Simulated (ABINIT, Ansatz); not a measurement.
# ScSi3 (Pm-3m): zone-centre phonons, part 2 of 3

Which modes does ScSi3 (Pm-3m) have at the zone centre?

ABINIT 10.8.3; DFT LDA, scalar-relativistic, plane waves, PseudoDojo norm-conserving pseudopotentials.

So far. Step 4 (Linear response at Γ): The acoustic modes at Γ come out as far as 6.0 cm⁻¹ from zero, where they should vanish, a small numerical error. The lowest optical mode is imaginary, 45i cm⁻¹, an instability at this level and on this k mesh. The relaxed cell has a = 3.895 Å (conventional setting).

The structure was built from a prototype and need not be the compound's stable phase.

### Step 5. Zone-centre analysis

anaddb reads the merged derivatives and imposes the acoustic sum rule.

The input, anaddb.abi:

```
ddb_filepath "gamma_DDB"
output_file "anaddb.abo"
outdata_prefix "anaddb"
asr 1
chneut 1
enunit 2
eivec 1
nph1l 1
qph1l 0.0 0.0 0.0 1.0
```

The input, mrgddb.in:

```
gamma_DDB
merged
2
dfpt_gammao_DDB
gso_DDB
```

Started as:

```
$ mrgddb < mrgddb.in > mrgddb.log
$ OMP_NUM_THREADS=1 anaddb anaddb.abi > anaddb.log
```

anaddb.abo, the main output file:

```text
-outvars_anaddb: echo values of input variables ----------------------

 Miscellaneous information :
      enunit         2
       eivec         1
         asr         1
 First list of wavevector (reduced coord.) :
       nph1l         1
       qph1l
                     0.00000000E+00  0.00000000E+00  0.00000000E+00    1.000E+00

================================================================================

 read the DDB information and perform some checks

  ==== Info on the Cryst% object ====
 Real(R)+Recip(G) space primitive vectors, cartesian coordinates (Bohr,Bohr^-1):
 R(1)=  7.3604780  0.0000000  0.0000000  G(1)=  0.1358607  0.0000000  0.0000000
 R(2)=  0.0000000  7.3604780  0.0000000  G(2)=  0.0000000  0.1358607  0.0000000
 R(3)=  0.0000000  0.0000000  7.3604780  G(3)=  0.0000000  0.0000000  0.1358607
 Unit cell volume ucvol=  3.9876593E+02 bohr^3
 Angles (23,13,12)=  9.00000000E+01  9.00000000E+01  9.00000000E+01 degrees
 Time-reversal symmetry is present
 Reduced atomic positions [iatom, xred, symbol]:
    1)    0.0000000  0.0000000  0.0000000  Sc
    2)    0.0000000  0.5000000  0.5000000  Si
    3)    0.5000000  0.0000000  0.5000000  Si
    4)    0.5000000  0.5000000  0.0000000  Si

 DDB file with 3 blocks has been read.

================================================================================

 Treat the first list of vectors

  Phonon wavevector (reduced coordinates) :  0.00000  0.00000  0.00000
 Phonon energies in Hartree :
  -2.070002E-04 -2.070002E-04 -2.070002E-04  0.000000E+00  0.000000E+00
   0.000000E+00  1.179088E-03  1.179088E-03  1.179088E-03  1.535632E-03
   1.535632E-03  1.535632E-03
 Phonon energies in meV     :
- -5.632763E+00 -5.632763E+00 -5.632763E+00  0.000000E+00  0.000000E+00
-  0.000000E+00  3.208463E+01  3.208463E+01  3.208463E+01  4.178667E+01
-  4.178667E+01  4.178667E+01
 Phonon frequencies in cm-1    :
- -4.543129E+01 -4.543129E+01 -4.543129E+01  0.000000E+00  0.000000E+00
-  0.000000E+00  2.587800E+02  2.587800E+02  2.587800E+02  3.370322E+02
-  3.370322E+02  3.370322E+02
 Phonon frequencies in Thz     :
- -1.361996E+00 -1.361996E+00 -1.361996E+00  0.000000E+00  0.000000E+00
-  0.000000E+00  7.758028E+00  7.758028E+00  7.758028E+00  1.010397E+01
-  1.010397E+01  1.010397E+01
 Phonon energies in Kelvin  :
- -6.536550E+01 -6.536550E+01 -6.536550E+01  0.000000E+00  0.000000E+00
-  0.000000E+00  3.723266E+02  3.723266E+02  3.723266E+02  4.849141E+02
-  4.849141E+02  4.849141E+02

 Eigendisplacements
 (will be given, for each mode : in cartesian coordinates
   for each atom the real part of the displacement vector,
   then the imaginary part of the displacement vector - absolute values smaller than 1.0d-7 are set to zero)
  Mode number    1   Energy   -2.070002E-04
 Attention : low frequency mode.
   (Could be unstable or acoustic mode)
-  1  0.00000000E+00  0.00000000E+00  1.58896951E-03
-     0.00000000E+00  0.00000000E+00  0.00000000E+00
-  2  0.00000000E+00  0.00000000E+00  6.42986660E-04
-     0.00000000E+00  0.00000000E+00  0.00000000E+00
-  3  0.00000000E+00  0.00000000E+00  6.42986660E-04
-     0.00000000E+00  0.00000000E+00  0.00000000E+00
-  4  0.00000000E+00  0.00000000E+00 -3.82938579E-03
-     0.00000000E+00  0.00000000E+00  0.00000000E+00
  Mode number    2   Energy   -2.070002E-04
 Attention : low frequency mode.
   (Could be unstable or acoustic mode)
-  1  0.00000000E+00  1.58896951E-03  0.00000000E+00
-     0.00000000E+00  0.00000000E+00  0.00000000E+00
-  2 -1.13459660E-07  6.42986659E-04  0.00000000E+00
-     0.00000000E+00  0.00000000E+00  0.00000000E+00
-  3  0.00000000E+00 -3.82938579E-03  0.00000000E+00
-     0.00000000E+00  0.00000000E+00  0.00000000E+00
-  4  0.00000000E+00  6.42986659E-04  0.00000000E+00
-     0.00000000E+00  0.00000000E+00  0.00000000E+00
  Mode number    3   Energy   -2.070002E-04
 Attention : low frequency mode.
   (Could be unstable or acoustic mode)
-  1  1.58896951E-03  0.00000000E+00  0.00000000E+00
-     0.00000000E+00  0.00000000E+00  0.00000000E+00
-  2 -3.82938579E-03  0.00000000E+00  0.00000000E+00
-     0.00000000E+00  0.00000000E+00  0.00000000E+00
-  3  6.42986659E-04  1.13459659E-07  0.00000000E+00
-     0.00000000E+00  0.00000000E+00  0.00000000E+00
-  4  6.42986659E-04  0.00000000E+00  0.00000000E+00
-     0.00000000E+00  0.00000000E+00  0.00000000E+00
  Mode number    4   Energy    0.000000E+00
 Attention : low frequency mode.
   (Could be unstable or acoustic mode)
-  1  0.00000000E+00  0.00000000E+00  2.06047399E-03
-     0.00000000E+00  0.00000000E+00  0.00000000E+00
-  2  0.00000000E+00  0.00000000E+00  2.06047593E-03
-     0.00000000E+00  0.00000000E+00  0.00000000E+00
-  3  0.00000000E+00  0.00000000E+00  2.06047593E-03
-     0.00000000E+00  0.00000000E+00  0.00000000E+00
-  4  0.00000000E+00  0.00000000E+00  2.06048536E-03
-     0.00000000E+00  0.00000000E+00  0.00000000E+00
  Mode number    5   Energy    0.000000E+00
 Attention : low frequency mode.
   (Could be unstable or acoustic mode)
-  1  0.00000000E+00  2.06047399E-03  0.00000000E+00
-     0.00000000E+00  0.00000000E+00  0.00000000E+00
-  2  0.00000000E+00  2.06047593E-03  0.00000000E+00
-     0.00000000E+00  0.00000000E+00  0.00000000E+00
-  3  0.00000000E+00  2.06048536E-03  0.00000000E+00
-     0.00000000E+00  0.00000000E+00  0.00000000E+00
-  4  0.00000000E+00  2.06047593E-03  0.00000000E+00
-     0.00000000E+00  0.00000000E+00  0.00000000E+00
  Mode number    6   Energy    0.000000E+00
 Attention : low frequency mode.
   (Could be unstable or acoustic mode)
-  1  2.06047399E-03  0.00000000E+00  0.00000000E+00
-     0.00000000E+00  0.00000000E+00  0.00000000E+00
-  2  2.06048536E-03  0.00000000E+00  0.00000000E+00
-     0.00000000E+00  0.00000000E+00  0.00000000E+00
-  3  2.06047593E-03  0.00000000E+00  0.00000000E+00
-     0.00000000E+00  0.00000000E+00  0.00000000E+00
-  4  2.06047593E-03  0.00000000E+00  0.00000000E+00
-     0.00000000E+00  0.00000000E+00  0.00000000E+00
  Mode number    7   Energy    1.179088E-03
-  1  0.00000000E+00  0.00000000E+00  0.00000000E+00
-     0.00000000E+00  0.00000000E+00  0.00000000E+00
-  2  0.00000000E+00  2.78815672E-07  3.12509964E-03
-     0.00000000E+00  0.00000000E+00  0.00000000E+00
-  3  0.00000000E+00  0.00000000E+00 -3.12509964E-03
-     0.00000000E+00  0.00000000E+00  0.00000000E+00
-  4  0.00000000E+00 -2.78815672E-07  0.00000000E+00
-     0.00000000E+00  0.00000000E+00  0.00000000E+00
  Mode number    8   Energy    1.179088E-03
-  1  0.00000000E+00  0.00000000E+00  0.00000000E+00
-     0.00000000E+00  0.00000000E+00  0.00000000E+00
-  2  0.00000000E+00  3.12509964E-03 -2.78815775E-07
-     0.00000000E+00  0.00000000E+00  0.00000000E+00
-  3  0.00000000E+00  0.00000000E+00  2.78815775E-07
-     0.00000000E+00  0.00000000E+00  0.00000000E+00
-  4  0.00000000E+00 -3.12509964E-03  0.00000000E+00
-     0.00000000E+00  0.00000000E+00  0.00000000E+00
  Mode number    9   Energy    1.179088E-03
-  1  0.00000000E+00  0.00000000E+00  0.00000000E+00
-     0.00000000E+00  0.00000000E+00  0.00000000E+00
-  2  0.00000000E+00  0.00000000E+00  0.00000000E+00
-     0.00000000E+00  0.00000000E+00  0.00000000E+00
-  3 -3.12509966E-03  0.00000000E+00  0.00000000E+00
-     0.00000000E+00  0.00000000E+00  0.00000000E+00
-  4  3.12509966E-03  0.00000000E+00  0.00000000E+00
-     0.00000000E+00  0.00000000E+00  0.00000000E+00
  Mode number   10   Energy    1.535632E-03
-  1  0.00000000E+00  0.00000000E+00  2.33071734E-03
-     0.00000000E+00  0.00000000E+00  0.00000000E+00
-  2  0.00000000E+00  0.00000000E+00 -2.25992366E-03
-     0.00000000E+00  0.00000000E+00  0.00000000E+00
-  3  0.00000000E+00  0.00000000E+00 -2.25992366E-03
-     0.00000000E+00  0.00000000E+00  0.00000000E+00
-  4  0.00000000E+00  0.00000000E+00  7.89113610E-04
-     0.00000000E+00  0.00000000E+00  0.00000000E+00
  Mode number   11   Energy    1.535632E-03
-  1  0.00000000E+00  2.33071734E-03  0.00000000E+00
-     0.00000000E+00  0.00000000E+00  0.00000000E+00
-  2  0.00000000E+00 -2.25992366E-03  0.00000000E+00
-     0.00000000E+00  0.00000000E+00  0.00000000E+00
-  3  0.00000000E+00  7.89113610E-04  0.00000000E+00
-     0.00000000E+00  0.00000000E+00  0.00000000E+00
-  4  0.00000000E+00 -2.25992366E-03  0.00000000E+00
-     0.00000000E+00  0.00000000E+00  0.00000000E+00
  Mode number   12   Energy    1.535632E-03
-  1  2.33071734E-03  0.00000000E+00  0.00000000E+00
-     0.00000000E+00  0.00000000E+00  0.00000000E+00
-  2  7.89113610E-04  0.00000000E+00  0.00000000E+00
-     0.00000000E+00  0.00000000E+00  0.00000000E+00
-  3 -2.25992366E-03  0.00000000E+00  0.00000000E+00
-     0.00000000E+00  0.00000000E+00  0.00000000E+00
-  4 -2.25992366E-03  0.00000000E+00  0.00000000E+00
-     0.00000000E+00  0.00000000E+00  0.00000000E+00

 Analysis of degeneracies and characters (maximum tolerance=1.00E-06 a.u.)
 For each vibration mode, or group of modes if degenerate,
 the characters are given for each symmetry operation (see the list in the log file).
 Symmetry characters of vibration mode #   1
       degenerate with vibration modes #   2 to    3
  3.0 -3.0 -1.0  1.0 -1.0  1.0 -1.0  1.0  1.0 -1.0 -1.0  1.0  1.0 -1.0 -1.0  1.0
  0.0 -0.0  0.0 -0.0 -0.0  0.0 -0.0  0.0  1.0 -1.0 -1.0  1.0 -1.0  1.0  1.0 -1.0
  0.0 -0.0 -0.0  0.0 -0.0  0.0  0.0 -0.0  1.0 -1.0  1.0 -1.0 -1.0  1.0 -1.0  1.0
 Symmetry characters of vibration mode #   4
       degenerate with vibration modes #   5 to    6
  3.0 -3.0 -1.0  1.0 -1.0  1.0 -1.0  1.0  1.0 -1.0 -1.0  1.0  1.0 -1.0 -1.0  1.0
 -0.0  0.0 -0.0  0.0  0.0 -0.0  0.0 -0.0  1.0 -1.0 -1.0  1.0 -1.0  1.0  1.0 -1.0
 -0.0  0.0  0.0 -0.0  0.0 -0.0 -0.0  0.0  1.0 -1.0  1.0 -1.0 -1.0  1.0 -1.0  1.0
 Symmetry characters of vibration mode #   7
       degenerate with vibration modes #   8 to    9
  3.0 -3.0 -1.0  1.0 -1.0  1.0 -1.0  1.0 -1.0  1.0  1.0 -1.0 -1.0  1.0  1.0 -1.0
  0.0 -0.0 -0.0  0.0  0.0 -0.0 -0.0  0.0 -1.0  1.0  1.0 -1.0  1.0 -1.0 -1.0  1.0
  0.0 -0.0  0.0 -0.0 -0.0  0.0 -0.0  0.0 -1.0  1.0 -1.0  1.0  1.0 -1.0  1.0 -1.0
 Symmetry characters of vibration mode #  10
       degenerate with vibration modes #  11 to   12
  3.0 -3.0 -1.0  1.0 -1.0  1.0 -1.0  1.0  1.0 -1.0 -1.0  1.0  1.0 -1.0 -1.0  1.0
  0.0 -0.0 -0.0  0.0  0.0 -0.0 -0.0  0.0  1.0 -1.0 -1.0  1.0 -1.0  1.0  1.0 -1.0
  0.0 -0.0  0.0 -0.0 -0.0  0.0 -0.0  0.0  1.0 -1.0  1.0 -1.0 -1.0  1.0 -1.0  1.0
-
```

Wall time 0.51 s (1 thread of Arm Neoverse V2, shared host).

Read from the output:

```
highest optical zone-centre mode (no LO-TO term) : 337.0 cm⁻¹
lowest optical zone-centre mode                  : -45.43 cm⁻¹
```

No LO-TO term; unit eigenvectors of the mass-weighted matrix, from anaddb's displacements. Modes at Γ, with each element's share of the kinetic energy (negative means imaginary):

| mode | frequency (cm⁻¹) | symmetry | Sc % | Si % |
| --- | --- | --- | --- | --- |
| 1 | -45.4 | T1u | 21 | 79 |
| 2 | -45.4 | T1u | 21 | 79 |
| 3 | -45.4 | T1u | 21 | 79 |
| 4 | 0.0 | acoustic | 35 | 65 |
| 5 | 0.0 | acoustic | 35 | 65 |
| 6 | 0.0 | acoustic | 35 | 65 |
| 7 | 258.8 | T2u | 0 | 100 |
| 8 | 258.8 | T2u | 0 | 100 |
| 9 | 258.8 | T2u | 0 | 100 |
| 10 | 337.0 | T1u | 45 | 55 |
| 11 | 337.0 | T1u | 45 | 55 |
| 12 | 337.0 | T1u | 45 | 55 |

Displacements in mode 1 (-45.4 cm⁻¹), the largest set to 1:
```
Sc1  0.00  0.00  0.41
Si2  0.00  0.00  0.17
Si3  0.00  0.00  0.17
Si4  0.00  0.00 -1.00
```

Displacements in mode 10 (337.0 cm⁻¹), the largest set to 1:
```
Sc1  0.00  0.00  1.00
Si2  0.00  0.00 -0.97
Si3  0.00  0.00 -0.97
Si4  0.00  0.00  0.34
```

The rule moves no optical mode by more than 0.2 cm⁻¹.

[end of part 2 of 3]

[Host names and launcher messages were left out of these logs when they were recorded.]

[Logs are printed without paths, hosts, clocks, repeated set-up lines and the standing remarks that a program may print on its own settings, such as how far it seeks lower states.]

[Hosts, paths, dates, database ids (printed as entryN), source tags and the programs' standing remarks are cut or masked in the printed files.]
